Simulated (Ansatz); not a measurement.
# MoPbS2N, from a guessed structure to a relaxed one

This structure for MoPbS2N is made up. Its elements were placed in a known structure type with a cell scaled to their sizes. What cell does the guess relax to, and how far off was it?

Calculated with Ansatz 0.2.0; DFT, r2SCAN, plane-wave PAW, files of the set soft_1, scalar-relativistic, no spin, cell and ions relaxed at zero pressure; PAW set soft_1.

## 1. Starting point

The structure is tetragonal, space group P4/mmm (No. 123). The conventional cell has a = 4.627 Å, b = 4.627 Å, c = 4.549 Å, α = 90.00°, β = 90.00°, γ = 90.00°. Pb has 8 S at 3.24 Å and 4 N at 3.27 Å nearest. Nearest to Mo lie 2 N at 2.27 Å and 4 S at 2.31 Å. Nearest to S lie 2 Mo at 2.31 Å and 4 Pb at 3.24 Å. Nearest to N lie 2 Mo at 2.27 Å. Farther neighbours and most contacts between anions are not listed.

## 2. Relaxation of the guess

The guess takes its coordinates from another compound and its volume from a rule, so the cell and any free coordinates are relaxed together.

Contents of input.yaml:

```yaml
crystal:
  lattice:
    - [4.627, 0.0, 0.0]
    - [0.0, 4.627, 0.0]
    - [0.0, 0.0, 4.549]
  atoms:
    - { symbol: Pb, position: [0.0, 0.0, 0.0] }
    - { symbol: Mo, position: [0.5, 0.5, 0.5] }
    - { symbol: S, position: [0.5, 0.0, 0.5] }
    - { symbol: S, position: [0.0, 0.5, 0.5] }
    - { symbol: "N", position: [0.5, 0.5, 0.0] }
kpoints:
  mp_grid: { grid: [6, 6, 6] }
scf:
  occupations: { method: fermi_dirac, width: 0.05 }
hamiltonian:
  xc: r2scan
  pseudopotentials: { kind: paw, azcp: { folder: soft_1 } }
relax:
  f_tol: 0.015
  max_steps: 70
  cell: {}
output:
  forces: true
  stress: true
```

Launch:

```bash
$ ansatz run input.yaml --threads 4 --pin off --max-ram 8192MiB --backend cpu --events-out ev --progress --plain --runs-dir out
```

Numbers of over 12 decimals in the logs are rounded to 6 here.

The log of the run:

```text
Engine: ansatz 0.2.0, aarch64-unknown-linux-gnu
Pseudopotentials: kind: paw
Pseudopotential: Pb, paw, valence charge 14, recommended cutoff 500 eV (meta_gga), soft_1/Pb.paw.azcp
Pseudopotential: Mo, paw, valence charge 14, recommended cutoff 500 eV (meta_gga), soft_1/Mo.paw.azcp
Pseudopotential: S, paw, valence charge 6, recommended cutoff 500 eV (meta_gga), soft_1/S.paw.azcp
Pseudopotential: N, paw, valence charge 5, recommended cutoff 500 eV (meta_gga), soft_1/N.paw.azcp
Functional definition: r2SCAN
  parameter k0 = 0.174
  parameter k1 = 0.065
  parameter a1 = 4.9479
  exchange = r2scan_x(k0 = k0, k1 = k1, a1 = a1)
  correlation = r2scan_c
Crystal: 5 atoms, lattice volume = 97.390 Å³
Basis set: ecut = 500 eV, 2485 PW (Γ), exchange–correlation on 144×144×144 points (64 copies of the dense FFT grid, shifted against one another)
Bands: 28, of which v1, the nominal top of the filled ones, is band 23 counted from 1 (22 counted from 0)
Symmetry: 16 space group operations
Space group: P4/mmm (ITA 123), of the structure as read, at distance tolerance 4.6e-5 Å
k-points: 40 of 216
Non-local potential: Pb, projectors of the file, l = 0: 2, l = 1: 2, l = 2: 2, l = 3: 1
Non-local potential: Mo, projectors of the file, l = 0: 3, l = 1: 2, l = 2: 2, l = 3: 1
Non-local potential: S, projectors of the file, l = 0: 2, l = 1: 2, l = 2: 1
Non-local potential: N, projectors of the file, l = 0: 2, l = 1: 2, l = 2: 1
PAW form: soft (Blöchl's): semilocal exchange-correlation on the pseudo side does not see the compensation charge
PAW frozen core: Pb, regenerated for the run's functional (the file was generated under x = pbe(κ = 0.804, μ = 0.219515), c = pbe(β = 0.066725))
PAW frozen core: Mo, regenerated for the run's functional (the file was generated under x = pbe(κ = 0.804, μ = 0.219515), c = pbe(β = 0.066725))
PAW frozen core: S, regenerated for the run's functional (the file was generated under x = pbe(κ = 0.804, μ = 0.219515), c = pbe(β = 0.066725))
PAW frozen core: N, regenerated for the run's functional (the file was generated under x = pbe(κ = 0.804, μ = 0.219515), c = pbe(β = 0.066725))
PAW one-centre angular grid: Pb, 590 points (default); XC on 160 Gauss nodes
PAW one-centre angular grid: Mo, 590 points (default); XC on 160 Gauss nodes
PAW one-centre angular grid: S, 302 points (default); XC on 160 Gauss nodes
PAW one-centre angular grid: N, 302 points (default); XC on 160 Gauss nodes
Initial density: superposition of atomic densities (chi_scale 0.1, normalization cell, long waves kept (reshape's long-wave potential 0.00 eV rms))
Initial wavefunctions: pseudopotential atomic-orbital guess
Functional: x = r2scan, c = r2scan; τ floored in thin density (d = 2e-4 eV/Å³)
SCF iter   1: F=—  HF=-19088.302405 eV  |F-HF|=—  |Δ(HF+E_count)|=         —  Δρ=8.86e-2  dr2=1.32e1  dr2_τ=7.57e-1  ethr=3.10e-3  ⟨swp⟩=8.2  Hψ=5609  notcnv=0
preconditioner: auto → Kerker (q_TF=auto, 2.399 Å⁻¹)  [metal: Δε(μ)=0.093 eV  Ē_g=11.429 eV  σ=0.050 eV  W_gap=0.41  n_scr=26 (ndim 8)  ℏωp=22.9 eV  f_vac=0.000  D(μ)=1.63/eV (n_scr^D=6)]
SCF iter   2: F=—  HF=-19086.775339 eV  |F-HF|=—  |Δ(HF+E_count)|=    1.53e0  Δρ=7.27e-2  dr2=8.26e0  dr2_τ=1.53e0  ethr=3.10e-3  ⟨swp⟩=3.1  Hψ=2741  notcnv=0  defer=6
SCF iter   3: F=—  HF=-19086.343567 eV  |F-HF|=—  |Δ(HF+E_count)|=   4.32e-1  Δρ=3.01e-2  dr2=1.60e0  dr2_τ=6.57e-2  ethr=3.10e-3  ⟨swp⟩=2.5  Hψ=2125  notcnv=0
SCF iter   4: F=—  HF=-19086.125066 eV  |F-HF|=—  |Δ(HF+E_count)|=   2.19e-1  Δρ=1.39e-2  dr2=4.03e-1  dr2_τ=2.40e-2  ethr=3.10e-3  ⟨swp⟩=2.7  Hψ=1738  notcnv=0  defer=2
SCF iter   5: F=—  HF=-19086.073394 eV  |F-HF|=—  |Δ(HF+E_count)|=   5.17e-2  Δρ=4.99e-3  dr2=4.39e-2  dr2_τ=3.11e-3  ethr=8.95e-4  ⟨swp⟩=3.1  Hψ=1706  notcnv=0  defer=2
SCF iter   6: F=—  HF=-19086.065469 eV  |F-HF|=—  |Δ(HF+E_count)|=   7.93e-3  Δρ=1.51e-3  dr2=4.95e-3  dr2_τ=4.39e-4  ethr=9.75e-5  ⟨swp⟩=3.0  Hψ=1981  notcnv=0  defer=1
SCF iter   7: F=—  HF=-19086.065180 eV  |F-HF|=—  |Δ(HF+E_count)|=   2.89e-4  Δρ=7.83e-4  dr2=1.16e-3  dr2_τ=3.58e-5  ethr=1.10e-5  ⟨swp⟩=2.0  Hψ=1548  notcnv=0  defer=1
SCF iter   8: F=—  HF=-19086.065108 eV  |F-HF|=—  |Δ(HF+E_count)|=   7.19e-5  Δρ=6.12e-5  dr2=6.05e-6  dr2_τ=4.98e-7  ethr=2.58e-6  ⟨swp⟩=1.5  Hψ=1139  notcnv=0  defer=1
SCF iter   9: F=—  HF=-19086.065110 eV  |F-HF|=—  |Δ(HF+E_count)|=   1.86e-6  Δρ=2.83e-5  dr2=1.39e-6  dr2_τ=7.01e-8  ethr=1.35e-8  ⟨swp⟩=2.7  Hψ=2002  notcnv=0  defer=1
SCF iter  10: F=-19086.065110 eV  HF=-19086.065110 eV  |F-HF|=2.18e-8  |Δ(HF+E_count)|=   2.75e-8  Δρ=3.82e-6  dr2=4.52e-8  dr2_τ=1.57e-9  ethr=2.22e-10  ⟨swp⟩=3.7  Hψ=4745  notcnv=0
SCF 1 converged in 10 iterations: F = -19086.065110 eV  dr2 = 4.52e-8
  greatest PAW one-centre occupation: 1.000 electrons in one spin orbital (limit 2), on the Mo atom at site 1 (counted from 0), in its partial waves of l = 0
relax step   1: F+E_penalty+E_count = -19086.06510950 eV  Δ(F+E_penalty+E_count) = +0.000e0 eV  max|allowed force component| = 4.189e-29 eV/Å  Δτ_max = 0.0000 Å  P = -5.553 GPa  Ω = 97.390 Å³  (10 SCF iters, dr2 threshold 1.00e-7 eV, accepted)
Crystal: 5 atoms, lattice volume = 94.135 Å³
Basis set: ecut = 500 eV, 2391 PW (Γ), exchange–correlation on 144×144×144 points (64 copies of the dense FFT grid, shifted against one another)
Initial density: handed on by an earlier stage of this run
Initial wavefunctions: those handed on with the density
iter 1 solved again at ethr=2.46e-4 eV; its pass at ethr=3.10e-3 eV (dr2=1.10e-1 eV) is discarded
SCF iter   1: F=—  HF=-19086.793834 eV  |F-HF|=—  |Δ(HF+E_count)|=         —  Δρ=9.20e-3  dr2=1.10e-1  dr2_τ=9.18e-2  ethr=2.46e-4  ⟨swp⟩=1.2  Hψ=7606  notcnv=0
preconditioner: auto → Kerker (q_TF=auto, 2.413 Å⁻¹)  [metal: Δε(μ)=0.068 eV  Ē_g=11.346 eV  σ=0.050 eV  W_gap=0.33  n_scr=26 (ndim 8)  ℏωp=23.3 eV  f_vac=0.000  D(μ)=1.74/eV (n_scr^D=6)]
SCF iter   2: F=—  HF=-19086.916399 eV  |F-HF|=—  |Δ(HF+E_count)|=   1.23e-1  Δρ=6.04e-3  dr2=3.31e-2  dr2_τ=9.09e-3  ethr=2.45e-4  ⟨swp⟩=2.4  Hψ=2144  notcnv=0
SCF iter   3: F=—  HF=-19086.914104 eV  |F-HF|=—  |Δ(HF+E_count)|=   2.29e-3  Δρ=3.04e-3  dr2=6.65e-3  dr2_τ=2.58e-4  ethr=7.37e-5  ⟨swp⟩=1.9  Hψ=1462  notcnv=0
SCF iter   4: F=—  HF=-19086.913982 eV  |F-HF|=—  |Δ(HF+E_count)|=   1.23e-4  Δρ=1.09e-3  dr2=1.79e-3  dr2_τ=1.62e-4  ethr=1.48e-5  ⟨swp⟩=2.1  Hψ=1696  notcnv=0
SCF iter   5: F=—  HF=-19086.913989 eV  |F-HF|=—  |Δ(HF+E_count)|=   7.11e-6  Δρ=4.80e-4  dr2=3.39e-4  dr2_τ=4.89e-6  ethr=3.99e-6  ⟨swp⟩=1.1  Hψ=1195  notcnv=0
[...]
preconditioner: auto → Kerker (q_TF=auto, 2.423 Å⁻¹)  [metal: Δε(μ)=0.054 eV  Ē_g=11.530 eV  σ=0.050 eV  W_gap=0.25  n_scr=18 (ndim 8)  ℏωp=23.6 eV  f_vac=0.000  D(μ)=1.46/eV (n_scr^D=6)]
SCF iter   2: F=—  HF=-19087.734011 eV  |F-HF|=—  |Δ(HF+E_count)|=   1.05e-1  Δρ=5.47e-3  dr2=2.30e-2  dr2_τ=8.79e-3  ethr=3.21e-4  ⟨swp⟩=2.2  Hψ=2132  notcnv=0
SCF iter   3: F=—  HF=-19087.731888 eV  |F-HF|=—  |Δ(HF+E_count)|=   2.12e-3  Δρ=2.75e-3  dr2=6.26e-3  dr2_τ=2.57e-4  ethr=5.10e-5  ⟨swp⟩=1.8  Hψ=1600  notcnv=0
SCF iter   4: F=—  HF=-19087.731048 eV  |F-HF|=—  |Δ(HF+E_count)|=   8.40e-4  Δρ=8.09e-4  dr2=7.24e-4  dr2_τ=6.19e-5  ethr=1.39e-5  ⟨swp⟩=2.5  Hψ=1603  notcnv=0
SCF iter   5: F=—  HF=-19087.731107 eV  |F-HF|=—  |Δ(HF+E_count)|=   5.93e-5  Δρ=2.56e-4  dr2=9.47e-5  dr2_τ=1.26e-6  ethr=1.61e-6  ⟨swp⟩=2.5  Hψ=1870  notcnv=0
SCF iter   6: F=—  HF=-19087.731129 eV  |F-HF|=—  |Δ(HF+E_count)|=   2.21e-5  Δρ=8.73e-5  dr2=8.80e-6  dr2_τ=7.82e-7  ethr=2.10e-7  ⟨swp⟩=2.0  Hψ=1630  notcnv=0
SCF iter   7: F=-19087.731129 eV  HF=-19087.731129 eV  |F-HF|=6.89e-8  |Δ(HF+E_count)|=   4.21e-7  Δρ=1.91e-5  dr2=4.29e-7  dr2_τ=2.74e-8  ethr=1.11e-9  ⟨swp⟩=4.0  Hψ=4950  notcnv=0
SCF 3 converged in 7 iterations: F = -19087.731129 eV  dr2 = 4.29e-7
relax step   3: F+E_penalty+E_count = -19087.73112901 eV  Δ(F+E_penalty+E_count) = -8.171e-1 eV  max|allowed force component| = 2.461e-29 eV/Å  Δτ_max = 0.0000 Å  P = -1.556 GPa  Ω = 91.636 Å³  energy of the carried Pulay correction = +9.071e-4 eV  (7 SCF iters, dr2 threshold 5.00e-7 eV, accepted)
[...]
relax step   4: F+E_penalty+E_count = -19088.26241833 eV  Δ(F+E_penalty+E_count) = -5.313e-1 eV  max|allowed force component| = 4.315e-29 eV/Å  Δτ_max = 0.0000 Å  P = +1.831 GPa  Ω = 90.030 Å³  energy of the carried Pulay correction = +1.184e-3 eV  (7 SCF iters, dr2 threshold 5.00e-7 eV, accepted)
[...]
relax step   5: F+E_penalty+E_count = -19088.32049616 eV  Δ(F+E_penalty+E_count) = -5.808e-2 eV  max|allowed force component| = 4.418e-29 eV/Å  Δτ_max = 0.0000 Å  P = -1.630 GPa  Ω = 94.092 Å³  energy of the carried Pulay correction = +5.851e-4 eV  (8 SCF iters, dr2 threshold 5.00e-7 eV, accepted)
[...]
relax step   6: F+E_penalty+E_count = -19088.33953970 eV  Δ(F+E_penalty+E_count) = -1.904e-2 eV  max|allowed force component| = 2.998e-29 eV/Å  Δτ_max = 0.0000 Å  P = +0.067 GPa  Ω = 92.258 Å³  energy of the carried Pulay correction = +8.552e-4 eV  (7 SCF iters, dr2 threshold 5.00e-7 eV, accepted)
[...]
relax step   7: F+E_penalty+E_count = -19088.33955341 eV  Δ(F+E_penalty+E_count) = -1.371e-5 eV  max|allowed force component| = 2.903e-29 eV/Å  Δτ_max = 0.0000 Å  P = -0.006 GPa  Ω = 92.297 Å³  energy of the carried Pulay correction = +8.492e-4 eV  (4 SCF iters, dr2 threshold 7.29e-8 eV, accepted)
Basis set: ecut = 500 eV, 2357 PW (Γ), exchange–correlation on 144×144×120 points (64 copies of the dense FFT grid, shifted against one another)
Initial wavefunctions: pseudopotential atomic-orbital guess (no wavefunctions were taken with the density)
iter 1 solved again at ethr=1.70e-7 eV; its pass at ethr=3.10e-3 eV (dr2=7.63e-5 eV) is discarded
SCF iter   1: F=—  HF=-19088.339496 eV  |F-HF|=—  |Δ(HF+E_count)|=         —  Δρ=2.54e-4  dr2=3.58e-6  dr2_τ=2.66e-5  ethr=1.70e-7  ⟨swp⟩=4.0  Hψ=8967  notcnv=0
preconditioner: auto → Kerker (q_TF=auto, 2.420 Å⁻¹)  [metal: Δε(μ)=0.018 eV  Ē_g=11.602 eV  σ=0.050 eV  W_gap=0.09  n_scr=18 (ndim 8)  ℏωp=23.5 eV  f_vac=0.000  D(μ)=2.93/eV (n_scr^D=18)]
SCF iter   2: F=—  HF=-19088.339752 eV  |F-HF|=—  |Δ(HF+E_count)|=   2.56e-4  Δρ=1.31e-4  dr2=9.91e-7  dr2_τ=6.68e-6  ethr=7.96e-9  ⟨swp⟩=2.0  Hψ=1995  notcnv=0
SCF iter   3: F=—  HF=-19088.339822 eV  |F-HF|=—  |Δ(HF+E_count)|=   7.04e-5  Δρ=1.09e-5  dr2=8.35e-8  dr2_τ=2.20e-8  ethr=2.20e-9  ⟨swp⟩=2.0  Hψ=2028  notcnv=0
SCF iter   4: F=—  HF=-19088.339822 eV  |F-HF|=—  |Δ(HF+E_count)|=   6.51e-8  Δρ=6.26e-6  dr2=4.33e-8  dr2_τ=7.55e-9  ethr=1.85e-10  ⟨swp⟩=2.0  Hψ=1651  notcnv=0
SCF iter   5: F=—  HF=-19088.339822 eV  |F-HF|=—  |Δ(HF+E_count)|=   1.14e-9  Δρ=2.64e-6  dr2=7.56e-9  dr2_τ=1.73e-10  ethr=9.63e-11  ⟨swp⟩=1.5  Hψ=1160  notcnv=0
SCF iter   6: F=—  HF=-19088.339822 eV  |F-HF|=—  |Δ(HF+E_count)|=  3.27e-10  Δρ=7.79e-7  dr2=1.08e-9  dr2_τ=4.39e-11  ethr=1.68e-11  ⟨swp⟩=2.1  Hψ=1355  notcnv=0
SCF iter   7: F=—  HF=-19088.339822 eV  |F-HF|=—  |Δ(HF+E_count)|=  2.18e-11  Δρ=2.02e-7  dr2=5.89e-11  dr2_τ=3.29e-12  ethr=2.40e-12  ⟨swp⟩=2.3  Hψ=1446  notcnv=0
SCF iter   8: F=-19088.339822 eV  HF=-19088.339822 eV  |F-HF|=1.09e-11  |Δ(HF+E_count)|=  1.46e-11  Δρ=3.06e-8  dr2=1.35e-12  dr2_τ=8.50e-14  ethr=1.00e-12  ⟨swp⟩=5.0  Hψ=3838  notcnv=0
SCF 8 converged in 8 iterations: F = -19088.339822 eV  dr2 = 1.35e-12
relax step   8: F+E_penalty+E_count = -19088.33982226 eV  Δ(F+E_penalty+E_count) = -2.688e-4 eV  max|allowed force component| = 3.061e-29 eV/Å  Δτ_max = 0.0000 Å  P = -0.000 GPa  Ω = 92.297 Å³  stress off target by 2.46e-2 GPa  SCF on the basis re-selected at this cell (its energy is not comparable with the rows above)  (8 SCF iters)
basis re-selected at this cell: Δ(F+E_penalty+E_count) = -2.688e-4 eV, ΔP = +0.006 GPa vs the last step (what re-selecting the basis moved, of the pressure what is left beyond the Pulay correction that the steps carried, after the strain that the cell walked since its last selection, with what the two solves' SCF thresholds leave and, on support functions, any second-order correction that the steps lacked; it is no measure of the basis error at this ecutwfc). The dense FFT grid was sized anew with the basis: this SCF ran on 36×36×30 points, the steps before it on 36×36×36, so part of this shift can come from that change (see relax.cell in the input reference). [rest of the remark cut]
SCF converged after 8 iterations
Free energy (F): -19088.339822 eV
Harris-Foulkes:  -19088.339822 eV  (|F-HF|=1.09e-11)
Internal energy: -19088.317864 eV  (E = F + TS)
E sigma→0 (E₀):  -19088.328843 eV
Entropy (-TS):   -0.021958 eV (-4.392 meV/atom)
Fermi energy:    10.486307 eV
--- Per-component energies (eV) ---
  E_band       = -222.389873
  E_kinetic    = 1048.093283
  E_local      = -2680.424646  (includes V_loc(G=0)·N_el)
  E_nonlocal   = 555.440505
  E_hartree    = 971.400353
  E_xc         = -590.995129
  E_vxc        = -656.546428  (∫ρ·V_xc dr)
  E_paw        = -15007.649552  (= ΣΔE_a)
  E_vpaw       = -471.692265  (= ΣTr[D̂ρ^β])
  E_aug_tail   = 0.000014  (compensation charges beyond the density's cutoff)
  E_vtau       = 39.938963  (kinetic-family band-sum trace: ∫τ·v_τ [+ j·A + Jᵃ·Aᵃ] dr)
  E_ewald      = -3384.677695
  E_core_change = 0.495003  (= ΣΔE_core)
  E_smearing   = -0.021958  (= −TS)
  E_closure    = 0.000000  (closes the sum)
  Σ components = -19088.339822   (vs F -19088.339822, Δ=0.00e0)
--- Forces (eV/Å), atoms counted from 1 ---
  atom   1  Pb    -0.00000000     0.00000000     0.00000000
  atom   2  Mo    -0.00000000     0.00000000     0.00000000
  atom   3  S      0.00000000     0.00000000     0.00000000
  atom   4  S      0.00000000     0.00000000     0.00000000
  atom   5  N      0.00000000    -0.00000000     0.00000000
  max |Σ_I F_I| component: 3.63e-29 eV/Å
--- Stress (GPa, compression-positive) ---
        0.011565       0.000000       0.000000
        0.000000       0.011565       0.000000
        0.000000       0.000000      -0.024629
  P = ⅓ Tr σ = -0.0005 GPa (-0.005 kbar)
--- Relaxed structure (7 steps of the walk, 7 accepted, 1 SCFs on fresh bases) ---
  F+E_penalty+E_count = -19088.33982226 eV   max|allowed force component| = 3.061e-29 eV/Å   (the final SCF, on the basis selected at the relaxed cell)
  cell:  # Å, volume = 92.2970 Å³
    - [4.915749, 0, 0.0]
    - [0, 4.915749, 0.0]
    - [0.0, 0.0, 3.819513]
  atoms:
    - { symbol: Pb, position: [0, 0, 0.0] }
    - { symbol: Mo, position: [0.5, 0.5, 0.500000] }
    - { symbol: S, position: [0.5, 0, 0.500000] }
    - { symbol: S, position: [0, 0.5, 0.500000] }
    - { symbol: N, position: [0.5, 0.5, 0.0] }
```

The job ended after 32 s (4 threads of Arm Neoverse V1, shared host; peak memory 0.69 GiB).

This run has no spin polarisation although its electron count is odd.

Step by step:

| step | energy less that of the first step (eV) | largest force component (eV/Å) | pressure (GPa) | volume (Å³) |
| --- | --- | --- | --- | --- |
| 1 | 0.0000 | 0.0000 | -5.55 | 97.39 |
| 2 | -0.8489 | 0.0000 | -3.80 | 94.14 |
| 3 | -1.6660 | 0.0000 | -1.56 | 91.64 |
| 4 | -2.1973 | 0.0000 | 1.83 | 90.03 |
| 5 | -2.2554 | 0.0000 | -1.63 | 94.09 |
| 6 | -2.2744 | 0.0000 | 0.07 | 92.26 |
| 7 | -2.2744 | 0.0000 | -0.01 | 92.30 |
| 8* | -2.2747 | 0.0000 | 0.00 | 92.30 |

Relaxation steps marked * repeat the geometry before them on a plane-wave basis chosen anew for their cell, so energy and pressure can jump there.

Forces are held to the 16 operations that the run works with; a distortion that breaks them can't arise in this run.

| cell as run | before | after | change |
| --- | --- | --- | --- |
| a (Å) | 4.627 | 4.916 | +6.2 % |
| b (Å) | 4.627 | 4.916 | +6.2 % |
| c (Å) | 4.549 | 3.820 | -16.0 % |
| volume (Å³/atom) | 19.48 | 18.46 | -5.2 % |

The relaxed structure:

```xyz
5
Lattice="4.9157 0.0000 0.0000 0.0000 4.9157 0.0000 0.0000 0.0000 3.8195" Properties=species:S:1:pos:R:3 pbc="T T T"
Pb    0.0000    0.0000    0.0000
Mo    2.4579    2.4579    1.9098
S     2.4579    0.0000    1.9098
S     0.0000    2.4579    1.9098
N     2.4579    2.4579    0.0000
```

Numbers from this step:

| Quantity | Value |
| --- | --- |
| free energy | -19088.3398 eV |
| energy at zero smearing | -19088.3288 eV |
| smearing term TS | 0.02196 eV |
| Fermi energy | 10.49 eV |
| electrons | 45 |
| symmetry operations | 16 |
| pressure | -5.00e-4 GPa |

The shortest distance of each pair, which need not be the same contact before and after:

| pair | guess (Å) | relaxed (Å) |
| --- | --- | --- |
| Mo–N | 2.275 | 1.910 |
| Mo–S | 2.313 | 2.458 |
| Pb–S | 3.244 | 3.113 |
| N–S | 3.244 | 3.113 |
| N–Pb | 3.272 | 3.476 |

The relaxation ends with a pressure of 0.00 GPa.

## 3. What came out

| Property | Result |
| --- | --- |
| space group, relaxed | P4/mmm |
| conventional cell | a = 4.916, b = 4.916, c = 3.820 Å; α = 90.0°, β = 90.0°, γ = 90.0° |
| volume per atom | 18.46 Å³ (guess 19.48) |

In words: MoPbS2N relaxes to P4/mmm with a = 4.916, b = 4.916 and c = 3.820 Å. The guessed volume was 6 % too large. The space group P4/mmm was held in the relaxation, so the end point is a stationary structure within it and may be a saddle against distortions or other arrangements. Mesh and cutoff weren't tested. A vector of the cell changed its length by 16 %, more than the volume shows. Spin-orbit coupling is left out, which can matter for elements this heavy. No dispersion term is used, so weakly bound directions may come out too long. The runs have no spin, and magnetism wasn't tested. Nothing here tests whether the compound is stable against decomposition.

[Logs are printed without paths, hosts, clocks, repeated set-up lines and the standing remarks that a program may print on its own settings, such as how far it seeks lower states.]

[Hosts, paths, dates, database ids (printed as entryN), source tags and the programs' standing remarks are cut or masked in the printed files.]
